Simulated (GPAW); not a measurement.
# Work function of Li/Cu(110) at several levels, part 2 of 2

How far do functional and basis move the work function of Li/Cu(110)?

GPAW 26.7.0; GPAW, PAW setups; slab in vacuum, relaxation (the session's first sound run).

So far, upper work function (eV): step 2 (relaxation, PBE, GPAW) 3.42; step 4 (self-consistent run: xc = "revPBE") 3.38; step 5 (self-consistent run: xc = "vdW-DF2", GPAW, PAW setups, GPAW) 3.54; step 6 (self-consistent run: xc = "LDA") 3.48; step 7 (self-consistent run: xc = "RPBE") 3.38.

### 8. OptPBE vdW: xc = "optPBE-vdW"

The same geometry under optPBE-vdW, to see how far the functional moves the levels against the vacuum (the van der Waals functionals take revPBE setups).

run.py

```python
import json
import numpy as np
from ase import Atoms
from gpaw import GPAW, PW

slab = Atoms(
    ['Cu', 'Cu', 'Cu', 'Cu', 'Cu', 'Li'],
    positions=[
        [0.00000, 0.00000, 7.00000],
        [1.80500, 1.27633, 8.27633],
        [0.00000, 0.00000, 9.55266],
        [1.80500, 1.27633, 10.88828],
        [0.00000, 0.00000, 12.09304],
        [-0.00000, 1.27633, 14.27660]],
    cell=[[3.61, 0.0, 0.0], [0.0, 2.55266, 0.0], [0.0, 0.0, 21.51858]],
    pbc=[True, True, False])

slab.calc = GPAW(mode=PW(400), xc='optPBE-vdW', kpts={'size': (9, 12, 1), 'gamma': True},
                 occupations={'name': 'fermi-dirac', 'width': 0.1}, nbands='300%',
                 convergence={'density': 1e-05}, maxiter=200,
                 poissonsolver={'dipolelayer': 'xy'},
                 symmetry={'tolerance': 1e-3}, txt='slab.txt')
result = {}
energy = slab.get_potential_energy()
fermi = slab.calc.get_fermi_level()
v = slab.calc.get_electrostatic_potential().mean((0, 1)) - fermi
n = slab.calc.get_pseudo_density().mean((0, 1))
L = slab.cell[2, 2]
z = np.arange(len(v)) * L / len(v)
low, high = slab.positions[:, 2].min(), slab.positions[:, 2].max()
below, above = np.interp([low - 4.8, high + 4.8], z, v)
slopes = [np.interp(x, z, np.gradient(v, z)) for x in (low - 4.8, high + 4.8)]
eps = np.array([[slab.calc.get_eigenvalues(k, s) for k in range(len(slab.calc.get_ibz_k_points()))]
                for s in range(slab.calc.get_number_of_spins())]) - fermi
top, bottom = eps[eps < 0].max(), eps[eps > 0].min()
dipole = slab.get_dipole_moment()[2]
print(f'energy {energy:.4f} eV, Fermi level {fermi:.4f} eV, dipole {dipole:.5f} e A')
print(f'potential 4.8 A off the faces, from the Fermi level: lower {below:.4f} eV, upper {above:.4f} eV')
print(f'slope of the potential there: lower {slopes[0]:.5f}, upper {slopes[1]:.5f} eV/A')
print(f'nearest levels on the mesh: {top:.4f} and {bottom:.4f} eV')
print('magnetic moment', round(slab.get_magnetic_moment(), 3))
result.update(energy=energy, fermi=fermi, dipole=dipole, below=below, above=above, slopes=slopes, edges=[top, bottom],
              z=z.tolist(), v=v.tolist(), n=n.tolist(), positions=slab.positions.tolist(),
              forces=slab.get_forces(apply_constraint=False).tolist(), moments=slab.get_magnetic_moments().tolist())
json.dump(result, open('result.json', 'w'))
```

On the command line:

```console
> OMP_NUM_THREADS=1 OPENBLAS_NUM_THREADS=1 python run.py
```

The job ended after 6 min (1 thread of Arm Neoverse V2, shared host; peak memory 0.48 GiB).

Numbers from this step:

```yaml
dipole_along_the_normal: 0.04788 e·Å
levels_nearest_the_fermi_level_on_the_mesh: -0.05255, 0.005083 eV from the Fermi level
upper_work_function: 3.500 eV
lower_work_function: 4.443 eV
```

The upper face's work function is 3.500 eV, against 3.418 eV in the first plane-wave PBE run at this geometry.

### 9. Real-space grid: mode = "fd"

A real-space grid is a second complete basis, so it checks the plane-wave result.

Changes to run.py since step 8:

```diff
@@ -3,3 +3,3 @@
 from ase import Atoms
-from gpaw import GPAW, PW
+from gpaw import GPAW
 
@@ -17,3 +17,3 @@
 
-slab.calc = GPAW(mode=PW(400), xc='optPBE-vdW', kpts={'size': (9, 12, 1), 'gamma': True},
+slab.calc = GPAW(mode='fd', h=0.18, xc='PBE', kpts={'size': (9, 12, 1), 'gamma': True},
                  occupations={'name': 'fermi-dirac', 'width': 0.1}, nbands='300%',
```

The job ended after 34 min (1 thread; peak memory 2.3 GiB).

Numbers from this step:

```
dipole along the normal                    : 0.04250 e·Å
levels nearest the Fermi level on the mesh : -0.01618, 0.01515 eV from the Fermi level
upper work function                        : 3.416 eV
lower work function                        : 4.252 eV
```

The upper face's work function is 3.416 eV, against 3.418 eV in the first plane-wave PBE run at this geometry.

### 10. Atomic orbitals: mode = "lcao"

Atom-centred orbitals end a few angstrom from the surface, which tests how much the density's tail matters.

Changes to run.py since step 9:

```diff
@@ -17,4 +17,4 @@
 
-slab.calc = GPAW(mode='fd', h=0.18, xc='PBE', kpts={'size': (9, 12, 1), 'gamma': True},
-                 occupations={'name': 'fermi-dirac', 'width': 0.1}, nbands='300%',
+slab.calc = GPAW(mode='lcao', basis='dzp', h=0.18, xc='PBE', kpts={'size': (9, 12, 1), 'gamma': True},
+                 occupations={'name': 'fermi-dirac', 'width': 0.1}, nbands='120%',
                  convergence={'density': 1e-05}, maxiter=200,
```

The job ended after 6.4 min (1 thread; peak memory 0.33 GiB).

Numbers from this step:

```yaml
dipole_along_the_normal: 0.03549 e·Å
levels_nearest_the_fermi_level_on_the_mesh: -0.02398, 0.01659 eV from the Fermi level
upper_work_function: 3.184 eV
lower_work_function: 3.881 eV
```

The upper face's work function is 3.184 eV, against 3.418 eV in the first plane-wave PBE run at this geometry.

### 11. Cost and result by level

Times are for 1 thread of Arm Neoverse V2, shared host. Results by setting:

```csv
no.,run,upper work function (eV),lower work function (eV),time,memory (GiB)
1,pw,3.418,4.261,5.8 min,0.36
2,revPBE,3.376,4.102,5.7 min,0.36
3,vdW DF2,3.544,4.683,12 min,0.48
4,LDA,3.485,4.614,5.9 min,0.36
5,RPBE,3.384,4.081,5.7 min,0.36
6,optPBE vdW,3.500,4.443,6 min,0.48
7,fd,3.416,4.252,34 min,2.3
8,lcao,3.184,3.881,6.4 min,0.33
```

### 12. Side by side

Results and costs are gathered.

This step: comparison of work functions, dipole and cost (GPAW 26.7.0).

Ladder, by row:

```csv
step,code,"work function, upper (eV)","work function, lower (eV)",dipole (e Å),wall time (s),peak memory (GiB),threads
pw,GPAW,3.418,4.261,0.04282,347.7,0.36,1
revPBE,GPAW,3.376,4.102,0.03684,339.4,0.36,1
vdW-DF2,GPAW,3.544,4.683,0.05789,719.5,0.48,1
LDA,GPAW,3.485,4.614,0.05741,355.2,0.36,1
RPBE,GPAW,3.384,4.081,0.03542,339.2,0.36,1
optPBE-vdW,GPAW,3.5,4.443,0.04788,359,0.48,1
fd,GPAW,3.416,4.252,0.0425,2019,2.32,1
lcao,GPAW,3.184,3.881,0.03549,384.6,0.33,1
```

### 13. Summary of results

| Item | Value |
| --- | --- |
| work function, upper and lower face | 3.418 and 4.261 eV |
| dipole along the normal | 0.0428 e Å |

In words: With plane waves and PBE the work function is 3.42 eV on the upper face and 4.26 eV on the lower. The two faces differ by 0.84 eV, the step that the slab's dipole makes (e p/(ε0 A) gives 0.84 eV), so the dipole layer is needed. Over the sound runs of the table the upper face's work function spans 3.184 (lcao) to 3.544 eV (vdW-DF2). Atomic orbitals miss the plane-wave value by -0.23 eV, since they describe the tail of the density in the vacuum poorly. The cell of 9.22 Å² holds one Li, started on one chosen site; other sites and coverages weren't tried. The in-plane lattice was kept as typed, which isn't the functional's own and leaves some strain; spin-orbit coupling and temperature are left out.

[Logs are printed without paths, hosts, clocks, repeated set-up lines and the standing remarks that a program may print on its own settings, such as how far it seeks lower states.]

[Hosts, paths, dates, database ids (printed as entryN), source tags and the programs' standing remarks are cut or masked in the printed files.]
